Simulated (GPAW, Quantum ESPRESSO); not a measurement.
# As K-edge XANES of As (R-3m), part 2 of 4

Aim: the As K edge of As (R-3m) by two routes, a Lanczos recursion (XSpectra) and a sum over empty bands (GPAW), to see which features are robust.

Quantum ESPRESSO 7.5 and GPAW 26.7.0; core-hole supercells, plane-wave PAW PBE.

So far. Step 2 (The field without a hole (Quantum ESPRESSO)): The mesh shows no gap, so the system is treated as a metal and the core electron is put at the Fermi level (neutral cell). Step 3 (Spectrum without a core hole, As atom 1 (Quantum …): Main maxima below 30 eV (height): 3.1 eV (1.65) and 12.7 eV (0.89). A K edge sees empty p states on the absorber.

The database entry behind the starting cell differs from later determinations by our own check (old inner coordinate), so it need not match the best structure at ambient conditions.

**6. Supercell with XCH, As atom 1 (Quantum ESPRESSO)**

Level of this step: plane-wave PAW DFT, PBE, scalar-relativistic, self-consistent field (Quantum ESPRESSO).

The holes are 6.5 Å apart. The excited electron is kept in the cell, where it fills the lowest empty states and screens the hole.

scf.in

```
&control
   calculation='scf', prefix='x', pseudo_dir='../pp', outdir='tmp', tprnfor=.true.
/
&system
   ibrav=0, nat=12, ntyp=2, nbnd=38
   ecutwfc=40, ecutrho=220
   occupations='smearing', smearing='mv', degauss=0.015
/
&electrons
   conv_thr=1.2e-07, electron_maxstep=120
   mixing_beta=0.5
/
ATOMIC_SPECIES
As0 1.0 As.pbe-nx-kjpaw-1sch.UPF
As 1.0 As.pbe-nx-kjpaw.UPF
CELL_PARAMETERS angstrom
  -5.64239070 3.25763579 0.00000000
  -3.76159380 -4.34351438 -3.51406199
  -1.88079690 -5.42939298 3.51406199
ATOMIC_POSITIONS crystal
As0  0.11300000 0.66100000 0.33900000
As   0.11300000 0.99433333 0.67233333
As   0.61300000 0.82766667 0.50566667
As   0.11300000 0.32766667 0.00566667
As   0.61300000 0.16100000 0.83900000
As   0.61300000 0.49433333 0.17233333
As   0.38700000 0.83900000 0.16100000
As   0.38700000 0.17233333 0.49433333
As   0.88700000 0.00566667 0.32766667
As   0.38700000 0.50566667 0.82766667
As   0.88700000 0.33900000 0.66100000
As   0.88700000 0.67233333 0.99433333
K_POINTS automatic
4 4 4 0 0 0
```

Command:

```sh
$ OMP_NUM_THREADS=1 mpirun --oversubscribe --bind-to none -np 4 pw.x -nk 4 -in scf.in > scf.out
```

Numbers of over 12 decimals in the logs are rounded to 6 here.

The log of the run:

```text
     [... banner and references ...]
[banner, memory and clock lines left out]
using ibrav=0 with symmetry is DISCOURAGED, use correct ibrav instead

     G-vector sticks info

     bravais-lattice index     =            0
     lattice parameter (alat)  =      12.3121  a.u.
     unit-cell volume          =    1743.5391 (a.u.)^3
     number of atoms/cell      =           12
     number of atomic types    =            2
     number of electrons       =        61.00
     number of Kohn-Sham states=           38
     kinetic-energy cutoff     =      40.0000  Ry
     charge density cutoff     =     220.0000  Ry
     scf convergence threshold =      1.2E-07
     mixing beta               =       0.5000
     number of iterations used =            8  plain     mixing
     Exchange-correlation= SLA  PW   PBX  PBC
                           (   1   4   3   4   0   0   0)

     celldm(1)=  12.312079  celldm(2)=   0.000000  celldm(3)=   0.000000
     celldm(4)=   0.000000  celldm(5)=   0.000000  celldm(6)=   0.000000

     crystal axes: (cart. coord. in units of alat)
               a(1) = (  -0.866025   0.500000   0.000000 )
               a(2) = (  -0.577350  -0.666667  -0.539358 )
               a(3) = (  -0.288675  -0.833333   0.539358 )

     reciprocal axes: (cart. coord. in units 2 pi/alat)
               b(1) = ( -0.866025  0.500000  0.309010 )
               b(2) = ( -0.288675 -0.500000 -0.927029 )
               b(3) = ( -0.288675 -0.500000  0.927029 )

     PseudoPot. #1 for As:     Pseudo is Projector augmented-wave + core cor, Zval =  6.0

     PseudoPot. #2 for As:     Pseudo is Projector augmented-wave + core cor, Zval =  5.0

[...]
estimated scf accuracy    <       0.00000060 Ry

     iteration #  8     ecut=    40.00 Ry     beta= 0.50
     Davidson diagonalization with overlap
     ethr =  9.82E-10,  avg # of iterations =  3.5

     End of self-consistent calculation

          k =-0.0000 0.0000 0.0000 (  7447 PWs)   bands (ev):

    -7.7967  -6.0782  -5.2067  -4.8331  -4.2215  -3.7366  -3.6567  -3.5388
    -3.4413  -2.3145  -2.0614   1.4295   1.6031   1.6420   1.8940   1.9183
     3.0220   3.1082   4.0112   4.2097   4.3673   4.4794   4.7298   4.7323
     5.1280   5.4821   5.5379   6.8355   7.1361   7.1668   7.2448   7.8862
     8.4180   8.7072   8.8821   9.1509   9.9481  10.0462

     [... bands of 23 further k-points ...]

     the Fermi energy is     8.0828 ev

!    total energy              =   -2097.18196534 Ry
     total all-electron energy =    -53388.120750 Ry
     estimated scf accuracy    <       0.00000009 Ry
     smearing contrib. (-TS)   =      -0.00208462 Ry
     internal energy E=F+TS    =   -2097.17988072 Ry

     The total energy is F=E-TS. E is the sum of the following terms:
     one-electron contribution =      49.49536019 Ry
     hartree contribution      =       9.37070241 Ry
     xc contribution           =    -136.88785831 Ry
     ewald contribution        =    -165.11824135 Ry
     one-center paw contrib.   =   -1854.03984367 Ry

     convergence has been achieved in   8 iterations

     Forces acting on atoms (cartesian axes, Ry/au):

     atom    1 type  1   force =    -0.00006457    0.00003728    0.03173110
     atom    2 type  2   force =    -0.00147790    0.00070137    0.02007644
     atom    3 type  2   force =    -0.00469458   -0.00256421    0.02516897
[...]
atom   11 type  2   force =     0.00188870   -0.00109044   -0.02027709
     atom   12 type  2   force =     0.01804499    0.01050622   -0.02852943

     Total force =     0.093279     Total SCF correction =     0.000359

     XML data file, charge density, pseudopotentials, collected wavefunctions
```

Wall time 39 s (4 MPI ranks of Arm Neoverse V1, shared host); peak memory 0.16 GiB; 2.6 min of CPU time.

Energy with the hole: -726382.387 eV, cores included.

**7. Spectrum with XCH, As atom 1 (Quantum ESPRESSO)**

The Lanczos recursion gives the spectrum without computing empty bands; each polarisation needs a run of its own on the full k mesh. xe0 is set between filled and empty states, and states below it are cut, here at the Fermi level, which holds the excited electron. The file of filecore holds the core orbital, taken from the hole-free data set.

xspectra.in

```
&input_xspectra
   calculation='xanes_dipole', edge='K'
   prefix='x', outdir='tmp', xiabs=1, xe0=8.0828
   xonly_plot=.false., x_save_file='xanes.sav'
   xniter=3000, xcheck_conv=20, xerror=0.005
   xcoordcrys=.false., xepsilon(1)=1, xepsilon(2)=0, xepsilon(3)=0
/
&plot
   xnepoint=501, xemin=-10, xemax=70, terminator=.true., cut_occ_states=.true.
   xgamma=0.4
/
&pseudos
   filecore='../As.wfc'
/
&cut_occ
   cut_desmooth=0.1, cut_stepl=0.05, cut_stepu=0.05, cut_ierror=1e-5
/
4 4 4 0 0 0
```

xspectra_1.in, as its differences from xspectra.in of step 7:

```diff
@@ -5,3 +5,3 @@
    xniter=3000, xcheck_conv=20, xerror=0.005
-   xcoordcrys=.false., xepsilon(1)=1, xepsilon(2)=0, xepsilon(3)=0
+   xcoordcrys=.false., xepsilon(1)=0, xepsilon(2)=1, xepsilon(3)=0
 /
```

xspectra_2.in, as its differences from xspectra_1.in of step 7:

```diff
@@ -5,3 +5,3 @@
    xniter=3000, xcheck_conv=20, xerror=0.005
-   xcoordcrys=.false., xepsilon(1)=0, xepsilon(2)=1, xepsilon(3)=0
+   xcoordcrys=.false., xepsilon(1)=0, xepsilon(2)=0, xepsilon(3)=1
 /
```

Command:

```sh
$ OMP_NUM_THREADS=1 mpirun --oversubscribe --bind-to none -np 4 xspectra.x -nk 4 -in xspectra.in > xspectra.out
```

The log of the run:

```text
     [... banner and references ...]
Reading input_file

     calculation: xanes_dipole

     xepsilon  [cartesian coordinates]:   1.000000   0.000000   0.000000

     xonly_plot: FALSE
        => complete calculation: Lanczos + spectrum plot

     filecore (core-wavefunction file): ../As.wfc

     main plot parameters:
        cut_occ_states: TRUE
        gamma_mode:  constant
        -> using xgamma [eV]:  0.40
        xemin [eV]: -10.00
        xemax [eV]:  70.00
        xnepoint:  501
        xe0 [eV]:   8.082800 (energy zero read in input file)

     WARNING: variable ef_r is obsolete

                      Reading SCF save directory: x.save

     tmp/x.save/

     Exchange-correlation= PBE
                           (   1   4   3   4   0   0   0)

     G-vector sticks info

                           Getting the Fermi energy

     From SCF save directory:
        ehomo [eV]:    8.4319 (highest occupied level)
        elumo [eV]:    8.4560 (lowest occupied level)
        ef    [eV]:    8.4319

     -> ef (in eV) will be written in x_save_file

                           Energy zero of the spectrum

     -> ef will NOT be used as energy zero of the spectrum
       (because xe0 read in input file)

     G-vector sticks info

     bravais-lattice index     =            0
     lattice parameter (alat)  =      12.3121  a.u.
     unit-cell volume          =    1743.5391 (a.u.)^3
     number of atoms/cell      =           12
     number of atomic types    =            2
     number of electrons       =        61.00
     number of Kohn-Sham states=           38
     kinetic-energy cutoff     =      40.0000  Ry
     charge density cutoff     =     220.0000  Ry
     Exchange-correlation= PBE
                           (   1   4   3   4   0   0   0)

     celldm(1)=  12.312079  celldm(2)=   0.000000  celldm(3)=   0.000000
     celldm(4)=   0.000000  celldm(5)=   0.000000  celldm(6)=   0.000000

     crystal axes: (cart. coord. in units of alat)
               a(1) = (  -0.866025   0.500000   0.000000 )
               a(2) = (  -0.577350  -0.666667  -0.539358 )
               a(3) = (  -0.288675  -0.833333   0.539358 )

     reciprocal axes: (cart. coord. in units 2 pi/alat)
               b(1) = ( -0.866025  0.500000  0.309010 )
               b(2) = ( -0.288675 -0.500000 -0.927029 )
               b(3) = ( -0.288675 -0.500000  0.927029 )

     PseudoPot. #1 for As:     Pseudo is Projector augmented-wave + core cor, Zval =  6.0

     PseudoPot. #2 for As:     Pseudo is Projector augmented-wave + core cor, Zval =  5.0

     atomic species   valence    mass     pseudopotential
     As0               6.00     1.00000     As( 1.00)
     As                5.00     1.00000     As( 1.00)

      2 Sym. Ops. (no inversion) found

   Cartesian axes

     site n.     atom                  positions (alat units)
         1        As0    tau(   1) = (  -0.5773503  -0.6666667  -0.1736732  )
         2        As     tau(   2) = (  -0.8660254  -1.1666667  -0.1736732  )
         3        As     tau(   3) = (  -1.1547005  -0.6666667  -0.1736732  )
         4        As     tau(   4) = (  -0.2886751  -0.1666667  -0.1736732  )
         5        As     tau(   5) = (  -0.8660254  -0.5000000   0.3656845  )
         6        As     tau(   6) = (  -0.8660254  -0.1666667  -0.1736732  )
[...]
10        As     tau(  10) = (  -0.8660254  -0.8333333   0.1736732  )
        11        As     tau(  11) = (  -1.1547005  -0.3333333   0.1736732  )
        12        As     tau(  12) = (  -1.4433757  -0.8333333   0.1736732  )

     number of k points=    64  Marzari-Vanderbilt smearing, width (Ry)=  0.0150
                       cart. coord. in units 2pi/alat
        k(    1) = (  -0.0000000   0.0000000   0.0000000), wk =   0.0312500
        k(    2) = (  -0.0721688  -0.1250000   0.2317571), wk =   0.0312500
        k(    3) = (  -0.1443376  -0.2500000   0.4635143), wk =   0.0312500
        k(    4) = (  -0.2165064  -0.3750000   0.6952714), wk =   0.0312500
        k(    5) = (  -0.0721688  -0.1250000  -0.2317571), wk =   0.0312500
[...]
k(   62) = (  -0.9381942  -0.1250000  -0.2317571), wk =   0.0312500
        k(   63) = (  -1.0103630  -0.2500000  -0.0000000), wk =   0.0312500
        k(   64) = (  -1.0825318  -0.3750000   0.2317571), wk =   0.0312500

     Dense  grid:    96035 G-vectors     FFT dimensions: (  60,  64,  64)

     Smooth grid:    59585 G-vectors     FFT dimensions: (  50,  54,  54)

     The potential is recalculated from file :
     tmp/x.save/charge-density

     Starting wfcs are   48 atomic wfcs
     Checking if some PAW data can be deallocated...

               Reading core wavefunction file for the absorbing atom

     ../As.wfc successfully read

                              Attributing the PAW radii
                     for the absorbing atom [units: Bohr radius]

        PAW proj 1: r_paw(l= 0)= 2.70  (1.5*r_cut)
        PAW proj 2: r_paw(l= 0)= 2.70  (1.5*r_cut)
        PAW proj 3: r_paw(l= 1)= 3.00  (1.5*r_cut)
        PAW proj 4: r_paw(l= 1)= 3.00  (1.5*r_cut)

        NB: The calculation will not necessary use all these r_paw values.
            - For a edge in the electric-dipole approximation,
              only the r_paw(l=1) values are used.
            - For a K edge in the electric-quadrupole approximation,
              only the r_paw(l=2) values are used.

            - For a L2 or L3 edge in the electric-quadrupole approximation,

              all projectors (s, p and d) are used.

                          Starting XANES calculation
                     in the electric dipole approximation

     Method of calculation based on the Lanczos recursion algorithm
        - STEP 1: Construction of a kpoint-dependent Lanczos basis,
          in which the Hamiltonian is tridiagonal (each 'iter'
          corresponds to the calculation of one more Lanczos vector)
        - STEP 2: Calculation of the cross-section as a continued fraction
          averaged over the k-points.

     ... Begin STEP 1 ...

        Radial transition matrix element(s) used in the calculation of the
        initial vector of the Lanczos basis (|tilde{phi}_abs> normalized)
        | For PAW proj. (l=1) #1: radial matrix element =   0.003280934
        | For PAW proj. (l=1) #2: radial matrix element =   0.004836953

NB: the    16 k-point are not all listed below because npool=  4
        |-------------------------------------------------------------
        ! k-point #     1:  (-0.0000,  0.0000,  0.0000),  0.0312,   1
        |-------------------------------------------------------------
 okvan= T
        |   Norm of the initial Lanczos vector: 0.32593254E-02
        |   Estimated error at iter     20:   1.00491949
        |   Estimated error at iter     40:   0.19820133
        |   Estimated error at iter     60:   0.18357220
        |   Estimated error at iter     80:   0.17388233
        |   Estimated error at iter    100:   0.16258667
[...]
!   => CONVERGED at iter    440 with error=  0.00493787
        |-------------------------------------------------------------
        ! k-point #     2:  (-0.0722, -0.1250,  0.2318),  0.0312,   1
        |-------------------------------------------------------------
 okvan= T
        |   Norm of the initial Lanczos vector: 0.32593146E-02
[...]
!   => CONVERGED at iter    480 with error=  0.00274185
        |-------------------------------------------------------------
     [... 13 further k-points ...]
        ! k-point #    16:  (-0.4330, -0.7500, -0.0000),  0.0312,   1
        |-------------------------------------------------------------
 okvan= T
        |   Norm of the initial Lanczos vector: 0.32593240E-02
[...]
|   Estimated error at iter    320:   0.01479209
        |   Estimated error at iter    340:   0.01404937
        |   Estimated error at iter    360:   0.01533263
        !   => CONVERGED at iter    380 with error=  0.00430496

     Results of STEP 1 successfully written in x_save_file
     x_save_file name:
     ->  xanes.sav
     x_save_file version:  2

     ... End STEP 1 ...

     ... Begin STEP 2 ...

     The spectrum is calculated using the following parameters:
        xe0 [eV]:    8.0828
        the occupied states are elimintate from the spectrum
        xemin [eV]: -10.00
        xemax [eV]:  70.00
        xnepoint:  501
        constant broadening parameter [eV]:    0.400
        Core level energy [eV]: -0.1187E+05
         (from electron binding energy of neutral atoms in X-ray data booklet)

     Cross-section successfully written in xanes.dat

     ... End STEP 2 ...

                                END JOB XSpectra
```

Wall time 2.7 min (4 MPI ranks); peak memory 0.11 GiB.

The As K spectrum, As atom 1, excited-electron core hole (neutral cell) (energy from the energy zero of the input (xe0, at the border of filled and empty states); intensity scaled to a mean of 1 over the first 20 eV; folded afterwards to Lorentzian half width 1.07 eV up to 4 eV, rising linearly to 1.75 eV at 25 eV; the points at xe0, where the cut of filled states can leave a spike, are interpolated; polarised curves are means over the symmetry-equivalent atoms):

| E (eV) | isotropic | ε ⊥ c | ε ∥ c |
| --- | --- | --- | --- |
| -2.0 | 0.33 | 0.34 | 0.30 |
| -1.5 | 0.44 | 0.45 | 0.40 |
| -1.0 | 0.61 | 0.64 | 0.56 |
| -0.5 | 0.90 | 0.94 | 0.82 |
| 0.0 | 1.30 | 1.36 | 1.18 |
| 0.5 | 1.65 | 1.72 | 1.50 |
| 1.0 | 1.80 | 1.87 | 1.66 |
| 1.5 | 1.78 | 1.85 | 1.64 |
| 2.0 | 1.67 | 1.75 | 1.51 |
| 2.5 | 1.56 | 1.65 | 1.38 |
| 3.0 | 1.44 | 1.52 | 1.28 |
| 3.5 | 1.33 | 1.39 | 1.21 |
| 4.0 | 1.23 | 1.26 | 1.17 |
| 4.5 | 1.14 | 1.14 | 1.15 |
| 5.0 | 1.08 | 1.06 | 1.14 |
| 5.5 | 1.03 | 1.00 | 1.09 |
| 6.0 | 0.95 | 0.93 | 0.99 |
| 6.5 | 0.84 | 0.84 | 0.83 |
| 7.0 | 0.74 | 0.76 | 0.69 |
| 7.5 | 0.68 | 0.71 | 0.60 |
| 8.0 | 0.65 | 0.70 | 0.56 |
| 8.5 | 0.66 | 0.71 | 0.56 |
| 9.0 | 0.69 | 0.74 | 0.59 |
| 9.5 | 0.74 | 0.79 | 0.64 |
| 10.0 | 0.79 | 0.84 | 0.70 |
| 10.5 | 0.84 | 0.88 | 0.76 |
| 11.0 | 0.88 | 0.91 | 0.81 |
| 11.5 | 0.90 | 0.93 | 0.85 |
| 12.0 | 0.91 | 0.93 | 0.87 |
| 12.5 | 0.90 | 0.92 | 0.87 |
| 13.0 | 0.89 | 0.89 | 0.88 |
| 13.5 | 0.87 | 0.86 | 0.88 |
| 14.0 | 0.85 | 0.83 | 0.88 |
| 14.5 | 0.84 | 0.81 | 0.89 |
| 15.0 | 0.84 | 0.81 | 0.91 |
| 15.5 | 0.85 | 0.82 | 0.92 |
| 16.0 | 0.86 | 0.83 | 0.94 |
| 16.5 | 0.87 | 0.83 | 0.95 |
| 17.0 | 0.87 | 0.84 | 0.94 |
| 17.5 | 0.87 | 0.83 | 0.93 |
| 18.0 | 0.86 | 0.83 | 0.91 |
| 18.5 | 0.85 | 0.83 | 0.89 |
| 19.0 | 0.84 | 0.83 | 0.87 |
| 19.5 | 0.84 | 0.83 | 0.85 |
| 20.0 | 0.84 | 0.83 | 0.84 |
| 20.5 | 0.84 | 0.83 | 0.84 |
| 21.0 | 0.84 | 0.84 | 0.84 |
| 21.5 | 0.84 | 0.84 | 0.85 |
| 22.0 | 0.85 | 0.84 | 0.85 |
| 22.5 | 0.85 | 0.85 | 0.85 |
| 23.0 | 0.85 | 0.84 | 0.86 |
| 23.5 | 0.84 | 0.83 | 0.85 |
| 24.0 | 0.83 | 0.82 | 0.84 |
| 24.5 | 0.82 | 0.81 | 0.83 |
| 25.0 | 0.81 | 0.80 | 0.83 |
| 25.5 | 0.81 | 0.80 | 0.83 |
| 26.0 | 0.81 | 0.80 | 0.83 |
| 26.5 | 0.81 | 0.80 | 0.83 |
| 27.0 | 0.82 | 0.80 | 0.84 |
| 27.5 | 0.82 | 0.81 | 0.85 |
| 28.0 | 0.83 | 0.81 | 0.86 |
| 28.5 | 0.83 | 0.82 | 0.87 |
| 29.0 | 0.84 | 0.83 | 0.88 |
| 29.5 | 0.85 | 0.84 | 0.88 |
| 30.0 | 0.86 | 0.85 | 0.88 |
| 30.5 | 0.86 | 0.85 | 0.88 |
| 31.0 | 0.86 | 0.86 | 0.86 |
| 31.5 | 0.86 | 0.86 | 0.85 |
| 32.0 | 0.85 | 0.86 | 0.84 |

Main maxima below 30 eV (height): 1.2 eV (1.81) and 11.9 eV (0.91). 

**8. Ground state of the crystal (GPAW)**

The second program starts from its own ground state, on the same cell and functional.

scf.py

```python
import numpy as np
from ase import Atoms
from ase.parallel import parprint, paropen
from gpaw import GPAW, PW, FermiDirac, Mixer, MixerDif, setup_paths
from gpaw.test import gen
setup_paths.insert(0, '.')
gen('As', name='nch1s', xcname='PBE', corehole=(1, 0, 0), write_xml=True)
from gpaw.mpi import world
world.barrier()

atoms = Atoms('As2',
    cell=[[1.8807969, 1.0858786, 3.51406199],
     [-1.8807969, 1.0858786, 3.51406199],
     [0, -2.17175719, 3.51406199]],
    scaled_positions=[[0.226, 0.226, 0.226],
     [0.774, 0.774, 0.774]],
    pbc=True)
atoms.calc = calc = GPAW(legacy_gpaw=True, mode=PW(500, force_complex_dtype=True), xc='PBE', setups={0: 'nch1s'},
    kpts={'size': (8, 8, 8), 'gamma': True}, occupations=FermiDirac(0.05),
    charge=0, mixer=Mixer(0.1, 5, 50), maxiter=150,
    convergence={'density': 0.0001, 'eigenstates': 1e-6}, txt='scf.txt')
energy = atoms.get_potential_energy() + calc.get_reference_energy()
ef = calc.get_fermi_level()
out = dict(energy=energy, fermi=ef, forces=atoms.get_forces().tolist())
parprint(f'all-electron energy {energy:.4f} eV, Fermi level {ef:.4f} eV')
ev = np.array([[calc.get_eigenvalues(k, s) for k in range(len(calc.get_ibz_k_points()))] for s in range(calc.get_number_of_spins())])
out['homo'], out['lumo'], out['counts'] = ev[ev < ef].max(), ev[ev > ef].min(), sorted(set((ev < ef).sum((0, 2)).tolist()))
out['filled'] = (ev[:, 0] < ef).sum(1).tolist()
import json
with paropen('out.json', 'w') as f:
    json.dump(out, f)
```

Command:

```sh
$ OMP_NUM_THREADS=1 mpirun -n 4 gpaw python scf.py
```

The log of the run:

```text
Input parameters:
  convergence: {density: 0.0001,
                eigenstates: 1e-06}
  kpts: {gamma: True,
         size: (8, 8, 8)}
  maxiter: 150
  mixer: {backend: pulay,
          beta: 0.1,
          method: separate,
          nmaxold: 5,
          weight: 50}
  mode: {ecut: 500.0,
         force_complex_dtype: True,
         name: pw}
  occupations: {fixmagmom: False,
                name: fermi-dirac,
[...]
4s(2) :    -0.532368     1.194216
*s    :     0.467632
4p(3) :    -0.190938     1.022597
*p    :     0.809062
*d    :     0.000000
--------------------------------

Diagonalizing with gridspacing h=0.050

state   all-electron     PAW
-------------------------------
4s:      -0.532368    -0.532674
4p:      -0.190938    -0.191179
*d:                    0.035724
*f:                    0.070513
-------------------------------
all-electron energy -123015.2617 eV, Fermi level 7.1710 eV
[key lines of the parts left out:]
Converged after 11 iterations.
Dipole moment: (-0.000000, -0.000000, 0.000000) |e|*Ang
Free energy:     -9.314655
Fermi level: 7.17103
```

The job ended after 11 s (4 MPI ranks; peak memory 0.18 GiB; 42 s of CPU time).

The mesh shows no gap, so the system is treated as a metal and the core electron is put at the Fermi level (neutral cell).

(Part 2 of 4 ends here.)

[Banner, clock and machine lines of the logs are left out without a mark of their own.]

[Logs are printed without paths, hosts, clocks, repeated set-up lines and the standing remarks that a program may print on its own settings, such as how far it seeks lower states.]

[Hosts, paths, dates, database ids (printed as entryN), source tags and the programs' standing remarks are cut or masked in the printed files.]

[Lists of maxima count a maximum above −3 eV only where it reaches 4 % of the highest in the window and stands out from its surroundings by 2 % of it (1.5 % where it reaches 55 %); shoulders and weaker maxima are passed over, and of the rest the first, up to two pre-edge ones and the few strongest are named.]
